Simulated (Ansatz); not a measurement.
# CsBaSi (built on the BaLiSi structure): a soft mode frozen in

Wanted: the energy along a soft mode of CsBaSi (built on the BaLiSi structure) and the structure at the end.

Program: Ansatz 0.2.0. Level of theory: DFT PBEsol, scalar-relativistic, plane waves, PAW. Values are calculated unless marked as measured.

This is a report of a sequence of runs, with the program logs left out and the cost of each run kept.

The structure was built from a prototype and need not be the compound's stable phase.

## 1. Set-up

Symmetry: P-6m2, No. 187, hexagonal system. Conventional cell: a = 5.815 Å, b = 5.815 Å, c = 3.600 Å, α = 90.00°, β = 90.00°, γ = 120.00°. Ba has 2 Ba at 3.60 Å and 6 Si at 3.81 Å and 6 Cs at 3.81 Å nearest. Nearest to Cs lie 3 Si at 3.36 Å and 2 Cs at 3.60 Å and 6 Ba at 3.81 Å. Si has 3 Cs at 3.36 Å and 2 Si at 3.60 Å and 6 Ba at 3.81 Å nearest. Farther neighbours, and contacts between anions beyond the nearest, are not listed.

Coordinates:

```cif
data_structure
_symmetry_space_group_name_H-M 'P-6m2'
_symmetry_Int_Tables_number 187
_cell_length_a 5.8150
_cell_length_b 5.8150
_cell_length_c 3.5997
_cell_angle_alpha 90.000
_cell_angle_beta 90.000
_cell_angle_gamma 120.000
_cell_volume 105.42
loop_
_atom_site_label
_atom_site_type_symbol
_atom_site_symmetry_multiplicity
_atom_site_Wyckoff_symbol
_atom_site_fract_x
_atom_site_fract_y
_atom_site_fract_z
_atom_site_occupancy
Ba1 Ba 1 e 0.66667 0.33333 0.00000 1
Cs1 Cs 1 b 0.00000 0.00000 0.50000 1
Si1 Si 1 d 0.33333 0.66667 0.50000 1
```

## 2. Response at finite wavevector

Stability and thermal properties need the whole zone. Linear response on a 2×2×2 q mesh gives force constants as far as a supercell of that size would.

Input file input.yaml:

```yaml
crystal:
  lattice:
    - [5.8150227691, 0.0, 0.0]
    - [-2.9075113846, 5.0359574416, 0.0]
    - [0.0, 0.0, 3.5997333698]
  atoms:
    - { symbol: Ba, position: [0.6666666667, 0.3333333333, 0.0] }
    - { symbol: Cs, position: [0.0, 0.0, 0.5] }
    - { symbol: Si, position: [0.3333333333, 0.6666666667, 0.5] }
kpoints:
  mp_grid: { grid: [10, 10, 10] }
hamiltonian:
  xc: pbesol
scf:
  occupations: { method: methfessel_paxton, width: 0.15 }
output:
  eigenvalues: true
phonons:
  method: dfpt
  qmesh: [2, 2, 2]
  temperatures: { t_max: 1000, t_step: 50 }
  qpath:
    path:
      - [[0.0, 0.0, 0.0], [0.5, 0.0, 0.0], [0.33333333, 0.33333333, 0.0], [0.0, 0.0, 0.0], [0.0, 0.0, 0.5], [0.5, 0.0, 0.5], [0.33333333, 0.33333333, 0.5], [0.0, 0.0, 0.5]]
      - [[0.5, 0.0, 0.5], [0.5, 0.0, 0.0]]
      - [[0.33333333, 0.33333333, 0.5], [0.33333333, 0.33333333, 0.0]]
    npoints: 10
```

Launch:

```console
ansatz run input.yaml --threads 8 --pin off --max-ram 14336MiB --backend cpu --events-out ev --progress --plain --runs-dir out
```

Run time: 1.8 min. Hardware: 8 threads of Arm Neoverse V2, shared host; peak memory 1.3 GiB.

Read from the output:

| Quantity | Value |
| --- | --- |
| volume per atom | 35.14 Å³ |
| gap on the k-mesh | 0 eV |
| sum-rule residual before enforcement | 1.25e-5 eV/Å² |
| lowest frequency on the path | -187.9 cm⁻¹ |
| point group | -6m2 |
| highest frequency on path, mesh or solved points | 186.3 cm⁻¹ |
| highest optical mode at the zone centre (no LO-TO term) | 177.1 cm⁻¹ |
| lowest optical zone-centre mode | -77.58 cm⁻¹ |
| lowest mode on the q mesh (acoustic modes at Γ apart) | -187.1 cm⁻¹ |

Frequencies (cm⁻¹) solved at each irreducible wavevector; negative means imaginary. Frequencies by wavevector, by row:

```tsv
q in reciprocal lattice units	star	mode 1	mode 2	mode 3	mode 4	mode 5	mode 6	mode 7	mode 8	mode 9
0 0 0	1	-77.6	0	0	0	55.2	79	79	177.1	177.1
0 0 -0.5	1	-180.7	9.3	9.3	57.2	57.2	78.9	79.4	177.2	177.2
0 -0.5 0	3	-68.9	-23.2	22.3	36.2	50.9	68.2	82.2	176.3	185.9
0 -0.5 -0.5	3	-187.1	-4.4	42.8	51.5	58.6	82.9	85.3	175.4	177.6
```

Interpolated from a 2×2×2 q mesh, rough between the solved points. Phonon branches along the path, in cm⁻¹:

```tsv
point	branch 1	branch 2	branch 3	branch 4	branch 5	branch 6	branch 7	branch 8	branch 9
Γ	-78	0	0	0	55	79	79	177	177
halfway	-74	-4	7	38	45	76	80	177	181
M	-69	-23	22	36	51	68	82	176	186
halfway	-66	-32	30	36	51	61	90	175	186
K	-61	-41	37	39	48	57	94	173	186
halfway	-73	-6	9	42	43	72	84	176	183
Γ	-78	0	0	0	55	79	79	177	177
halfway	-133	4	4	49	61	69	69	177	177
A	-181	9	9	57	57	79	79	177	177
halfway	-184	6	42	50	54	81	83	176	177
L	-187	-4	43	52	59	83	85	175	178
halfway	-188	-18	43	50	66	83	84	170	182
H	-188	-23	43	49	74	82	83	167	184
halfway	-185	-11	49	50	53	82	83	174	179
A	-181	9	9	57	57	79	79	177	177
jump to L	-187	-4	43	52	59	83	85	175	178
halfway	-139	15	37	56	60	61	77	177	181
M	-69	-23	22	36	51	68	82	176	186
jump to H	-188	-23	43	49	74	82	83	167	184
halfway	-140	28	38	42	61	65	86	170	185
K	-61	-41	37	39	48	57	94	173	186
```

Symmetry leaves 4 wavevectors to solve. The lowest mode among them, the acoustic zeros apart, lies at q = (0, -0.5, -0.5) and is imaginary, 187.1i cm⁻¹, so the energy falls along it.

## 3. The mode frozen in, largest atomic shift 0 Å

The mode followed lies at q = (0, 0, -0.5) with frequency 180.6i cm⁻¹, one of the unstable modes though not the softest. At small amplitude the pattern taken leaves space group no. 187 by a symmetry search on the positions. The undistorted cell that holds it gives the zero of energy on the same k mesh.

System of this step: CsBaSi (built on the BaLiSi structure). Symmetry: P-6m2, No. 187, hexagonal system. Conventional cell: a = 5.815 Å, b = 5.815 Å, c = 3.600 Å, α = 90.00°, β = 90.00°, γ = 120.00°. Ba has 2 Ba at 3.60 Å and 6 Si at 3.81 Å and 6 Cs at 3.81 Å nearest. Cs has 3 Si at 3.36 Å and 2 Cs at 3.60 Å and 6 Ba at 3.81 Å nearest. Nearest to Si lie 3 Cs at 3.36 Å and 2 Si at 3.60 Å and 6 Ba at 3.81 Å. Farther neighbours, and contacts between anions beyond the nearest, are not listed.

Input file input.yaml:

```yaml
crystal:
  lattice:
    - [2.9075113845, 5.0359574417, 0.0]
    - [-2.9075113846, 5.0359574416, 0.0]
    - [0.0, 0.0, 7.1994667395]
  atoms:
    - { symbol: Ba, position: [0.6666666667, 0.6666666667, 0.0] }
    - { symbol: Ba, position: [0.6666666667, 0.6666666667, 0.5] }
    - { symbol: Cs, position: [0.0, 0.0, 0.25] }
    - { symbol: Cs, position: [0.0, 0.0, 0.75] }
    - { symbol: Si, position: [0.3333333333, 0.3333333333, 0.25] }
    - { symbol: Si, position: [0.3333333333, 0.3333333333, 0.75] }
kpoints:
  mp_grid: { grid: [6, 6, 4] }
hamiltonian:
  xc: pbesol
scf:
  occupations: { method: methfessel_paxton, width: 0.15 }
output:
  forces: true
  stress: true
  eigenvalues: true
```

Run time: 1.6 s. Hardware: 8 threads; peak memory 0.66 GiB; 11 s of CPU time.

Numbers from this step:

* pressure: -0.2724 GPa
* energy from the undistorted cell: 0 meV/atom

The run ends at a pressure of -0.27 GPa.

## 4. The mode frozen in, largest atomic shift 0.6 Å

The atoms are moved along the unstable eigenvector, the largest shift by 0.6 Å, with the cell fixed.

input.yaml, the sections that differ from step 3:

```yaml
crystal:
  lattice:
    - [2.9075113845, 5.0359574417, 0.0]
    - [-2.9075113846, 5.0359574416, 0.0]
    - [0.0, 0.0, 7.1994667395]
  atoms:
    - { symbol: Ba, position: [0.6666666667, 0.6666666667, 0.0] }
    - { symbol: Ba, position: [0.6666666667, 0.6666666667, 0.5] }
    - { symbol: Cs, position: [0.0, 0.0, 0.2499215689] }
    - { symbol: Cs, position: [0.0, 0.0, 0.7500784311] }
    - { symbol: Si, position: [0.3333333333, 0.3333333333, 0.1666604942] }
    - { symbol: Si, position: [0.3333333333, 0.3333333333, 0.8333395058] }
# kpoints, hamiltonian, scf, output: as in step 3
```

Wall time 1.8 s (8 threads); peak memory 0.67 GiB.

This step gave:

```
pressure                         : 0.3422 GPa
energy from the undistorted cell : -120.7 meV/atom
```

The energy, extrapolated to zero smearing, is -120.71 meV/atom against the undistorted cell.

The run ends at a pressure of 0.34 GPa, with forces up to 0.075 eV/Å.

## 5. Energy along the mode, all amplitudes (two of the runs are shown above)

An imaginary frequency means negative curvature, so the energy should fall and then rise again as anharmonic terms take over.

This step gave:

```
depth at the lowest point sampled  : 120.7 meV/atom
largest atomic shift at that point : 0.6 Å
```

Table of energy from the parent by largest atomic shift:

```tsv
largest atomic shift (Å)	energy from the parent (meV/atom)
0.000	0
0.040	-1.06
0.080	-3.93
0.140	-11.3
0.220	-27.2
0.320	-54.9
0.450	-94.0
0.600	-121
```

Displacement at unit largest shift by atom:

```tsv
atom	x (Å)	y (Å)	z (Å)	size
Ba1	0.00	0.00	0.00	0.00
Ba2	0.00	0.00	0.00	0.00
Cs3	0.00	0.00	0.00	0.00
Cs4	0.00	0.00	0.00	0.00
Si5	0.00	0.00	-1.00	1.00
Si6	0.00	0.00	1.00	1.00
```

The energy still falls at the last step, so the rise lies beyond the steps tried.

## 6. Relaxation from the frozen mode

Starting from the lowest point found, all atoms and the cell are let go, so that strain and other modes of the same symmetry can join in.

Edit input.yaml of step 4 so:

```diff
@@ -22 +22,6 @@
   eigenvalues: true
+relax:
+  adjacent_minimum: "off"
+  f_tol: 0.002
+  max_steps: 120
+  cell: { stress_tol: 0.03 }
```

Wall time 13 s (8 threads); peak memory 0.77 GiB.

Relaxation path:

```tsv
step	energy less that of the first step (eV)	largest force component (eV/Å)	pressure (GPa)	volume (Å³)
1	0.0000	0.0751	0.34	210.83
2	-0.0493	0.0654	0.22	213.28
3	-0.0698	0.0362	0.05	216.16
4	-0.0737	0.0107	0.02	217.61
5	-0.0741	0.0104	-0.03	218.24
6	-0.0742	0.0012	0.00	218.04
7*	-0.0750	0.0010	0.00	218.04
```

Relaxation steps marked * repeat the geometry before them on a plane-wave basis chosen anew for their cell, so energy and pressure can jump there.

Forces are held to the 12 operations that the program found; a distortion that breaks them can't arise in this run.

```tsv
conventional cell, symmetrised	before	after	change
a (Å)	5.815	5.718	-1.7 %
b (Å)	5.815	5.718	-1.7 %
c (Å)	7.199	7.699	+6.9 %
volume (Å³/atom)	35.14	36.34	+3.4 %
```

The atoms that moved most (Å, as changes of fractional coordinates times the final cell):

```tsv
atom	dx	dy	dz	length
Si6	0.000	0.000	0.092	0.092
Si5	0.000	0.000	-0.092	0.092
Cs3	0.000	0.000	0.090	0.090
Cs4	0.000	0.000	-0.090	0.090
```

Final coordinates:

```xyz
6
Lattice="2.8592 4.9523 0.0000 -2.8592 4.9523 0.0000 0.0000 0.0000 7.6992" Properties=species:S:1:pos:R:3 pbc="T T T"
Ba    0.0000    6.6031    0.0000
Ba    0.0000    6.6031    3.8496
Cs    0.0000    0.0000    2.0138
Cs    0.0000    0.0000    5.6854
Si    0.0000    3.3016    1.1916
Si    0.0000    3.3016    6.5076
```

Read from the output:

```
pressure        : 0.003312 GPa
volume per atom : 36.34 Å³
```

The distorted start has space group P-6m2; the relaxation ends in P-6m2.

## 7. The new phase in its own primitive cell

The relaxed structure is symmetrised, reduced to its primitive cell and relaxed tightly, as its phonons need.

input.yaml, the sections that differ from step 6:

```yaml
crystal:
  lattice:
    - [5.7184600471, 0.0, 0.0]
    - [-2.8592300236, 4.9523316713, 0.0]
    - [0.0, 0.0, 7.6991671401]
  atoms:
    - { symbol: Ba, position: [0.3333333333, 0.6666666667, 0.0] }
    - { symbol: Ba, position: [0.3333333333, 0.6666666667, 0.5] }
    - { symbol: Cs, position: [0.0, 0.0, 0.2615567958] }
    - { symbol: Cs, position: [0.0, 0.0, 0.7384432042] }
    - { symbol: Si, position: [0.6666666667, 0.3333333333, 0.1547719652] }
    - { symbol: Si, position: [0.6666666667, 0.3333333333, 0.8452280348] }
relax:
  adjacent_minimum: "off"
  f_tol: 0.001
  max_steps: 60
  cell: { stress_tol: 0.01 }
# kpoints, hamiltonian, scf, output: as in step 6
```

Wall time 9.1 s (8 threads); peak memory 0.77 GiB.

Relaxation path:

```tsv
step	energy less that of the first step (eV)	largest force component (eV/Å)	pressure (GPa)	volume (Å³)
1	0.0000	0.0010	0.00	218.04
2	0.0000	0.0010	0.00	218.06
3	0.0000	0.0016	0.00	218.13
4	0.0000	0.0007	0.00	218.13
5*	0.0000	0.0007	0.00	218.13
```

Relaxation steps marked * repeat the geometry before them on a plane-wave basis chosen anew for their cell, so energy and pressure can jump there.

Forces are held to the 12 operations that the program found; a distortion that breaks them can't arise in this run.

```tsv
conventional cell, symmetrised	before	after	change
a (Å)	5.718	5.717	-0.0 %
b (Å)	5.718	5.717	-0.0 %
c (Å)	7.699	7.707	+0.1 %
volume (Å³/atom)	36.34	36.35	+0.0 %
```

Final coordinates:

```xyz
6
Lattice="5.7166 0.0000 0.0000 -2.8583 4.9508 0.0000 0.0000 0.0000 7.7072" Properties=species:S:1:pos:R:3 pbc="T T T"
Ba    0.0000    3.3005    0.0000
Ba    0.0000    3.3005    3.8536
Cs    0.0000    0.0000    2.0181
Cs    0.0000    0.0000    5.6892
Si    2.8583    1.6503    1.1915
Si    2.8583    1.6503    6.5157
```

Read from the output:

| Item | Value |
| --- | --- |
| pressure | -6.67e-4 GPa |
| volume per atom | 36.35 Å³ |

The largest force component left is 0.75 meV/Å and the pressure is -0.001 GPa, within the tolerances set. The cell now holds 36.35 Å³/atom.

## 8. Modes of the new phase, k-mesh 6×6×4

A relaxed structure may still be a saddle point, so its zone-centre modes are computed. No field response is asked, since the mesh shows no gap.

Input file input.yaml:

```yaml
crystal:
  lattice:
    - [5.7166352328, 0.0, 0.0]
    - [-2.8583176164, 4.9507513357, 0.0]
    - [0.0, 0.0, 7.7072063382]
  atoms:
    - { symbol: Ba, position: [0.3333333333, 0.6666666667, 0.0] }
    - { symbol: Ba, position: [0.3333333333, 0.6666666667, 0.5] }
    - { symbol: Cs, position: [0.0, 0.0, 0.2618400214] }
    - { symbol: Cs, position: [0.0, 0.0, 0.7381599786] }
    - { symbol: Si, position: [0.6666666667, 0.3333333333, 0.1546006715] }
    - { symbol: Si, position: [0.6666666667, 0.3333333333, 0.8453993285] }
kpoints:
  mp_grid: { grid: [6, 6, 4] }
hamiltonian:
  xc: pbesol
scf:
  occupations: { method: methfessel_paxton, width: 0.15 }
output:
  eigenvalues: true
phonons:
  method: dfpt
```

It took 45 s on 8 threads; peak memory 1.8 GiB.

Read from the output:

* sum-rule residual before enforcement: 2.96e-5 eV/Å²
* highest optical mode at the zone centre (no LO-TO term): 325.8 cm⁻¹
* lowest optical zone-centre mode: -53.2 cm⁻¹

Patterns of degenerate modes are one choice out of their space. Modes at Γ, with each element's share of the kinetic energy (negative means imaginary):

```tsv
mode	frequency (cm⁻¹)	symmetry	Ba %	Cs %	Si %
1	-53.2	A2''	24	5	71
2	0.0	acoustic	46	45	9
3	0.0	acoustic	46	45	9
4	0.0	acoustic	46	45	9
5	33.2	E'	87	6	8
6	33.2	E'	87	6	8
7	37.2	A2''	50	50	0
8	40.4	E''	0	86	14
9	40.4	E''	0	86	14
10	54.2	A1'	0	100	0
11	87.1	E'	60	40	0
12	87.1	E'	60	40	0
13	92.9	A2''	81	0	19
14	159.7	E'	7	10	83
15	159.7	E'	7	10	83
16	161.3	E''	0	14	86
17	161.3	E''	0	14	86
18	325.8	A1'	0	0	100
```

Displacements in mode 1 (-53.2 cm⁻¹), the largest set to 1:
```
Ba1  0.00  0.00  0.16
Ba2  0.00  0.00 -0.33
Cs3  0.00  0.00 -0.12
Cs4  0.00  0.00 -0.12
Si5  0.00  0.00  1.00
Si6  0.00  0.00  1.00
```

Displacements in mode 7 (37.2 cm⁻¹), the largest set to 1:
```
Ba1  0.00  0.00  0.57
Ba2  0.00  0.00  1.00
Cs3  0.00  0.00 -0.83
Cs4  0.00  0.00 -0.83
Si5  0.00  0.00  0.11
Si6  0.00  0.00  0.11
```

Before it was imposed, the acoustic sum rule was missed by 3.0e-5 eV/Å². Small misses are needed for a sound result but don't prove that mesh and cutoff are converged. The lowest optical mode is imaginary, 53.2i cm⁻¹, so the energy falls along it.

## 9. The phases reached

The phases reached along the modes that were followed are set side by side.

Energies are those of the first relaxation, on the mesh of the frozen mode; space group, volume and gap are those of the last relaxation. Phases, by row:

```tsv
mode frozen in	space group	energy from parent (meV/atom)	volume (Å³/atom)	gap on mesh (eV)	lowest zone-centre optical mode (cm⁻¹)	largest shift (Å)
parent	P-6m2	0	35.14	0	–	–
q = (0, -0.5, -0.5), 187i cm⁻¹	I4/mmm	-368.6	46.49	0	10.9	2.608
q = (0, 0, -0.5), 181i cm⁻¹	P-6m2	-132.5	36.35	0	-53.2	0.733
```

## 10. Summary of results

```
unstable mode of the parent                                                      : q = (0, 0, -0.5), 181i cm⁻¹
depth at the lowest point sampled                                                : 121 meV/atom
largest atomic shift at that point                                               : 0.6 Å
space group reached                                                              : P-6m2
energy gained over the parent (first relaxation, on the mesh of the frozen mode) : 133 meV/atom
volume per atom, phase reached                                                   : 36.4 Å³
lowest optical zone-centre mode, phase reached                                   : -53.2 cm⁻¹
highest optical mode at the zone centre (no LO-TO term), phase reached           : 326 cm⁻¹
```

Along this mode the structure falls into P-6m2, 133 meV/atom below the parent. At the parent's cell the well is 120.7 meV/atom deep on the steps tried, with its lowest point at a shift of 0.6 Å. That is the last step tried, so the steps alone don't bracket the bottom of the well. Relaxing atoms and cell changes the gain by +11.83 meV/atom against the lowest step (energies at zero smearing). The end point has the space group of the parent. The new phase still has an imaginary mode at the zone centre of its cell, so it is a saddle point on the way to a lower structure. Of the 2 patterns followed from this parent, this one ends 236 meV/atom above the lowest, I4/mmm. Each path keeps the symmetry of its pattern, so a lower phase may lie along a pattern not tried. The q mesh stands for a supercell only 7.2 Å across, so branches between the solved wavevectors are rough. With no gap, or one that is small against the smearing, the frequencies hang on the k mesh and the smearing, most of all near Kohn anomalies. The phonon runs are without spin polarisation, although the cell has an odd electron count. Spin-orbit coupling is left out, which can matter for the heavy elements here. The starting cell was built on a prototype and not taken from a measurement, so the phase need not exist.

[Long decimals in the printed logs are rounded to 6 places.]

[Logs are printed without paths, hosts, clocks, repeated set-up lines and the standing remarks that a program may print on its own settings, such as how far it seeks lower states.]

[Hosts, paths, dates, database ids (printed as entryN), source tags and the programs' standing remarks are cut or masked in the printed files.]

[Where the starting crystal was built by hand or by swapping elements, it need not be the compound's stable phase.]
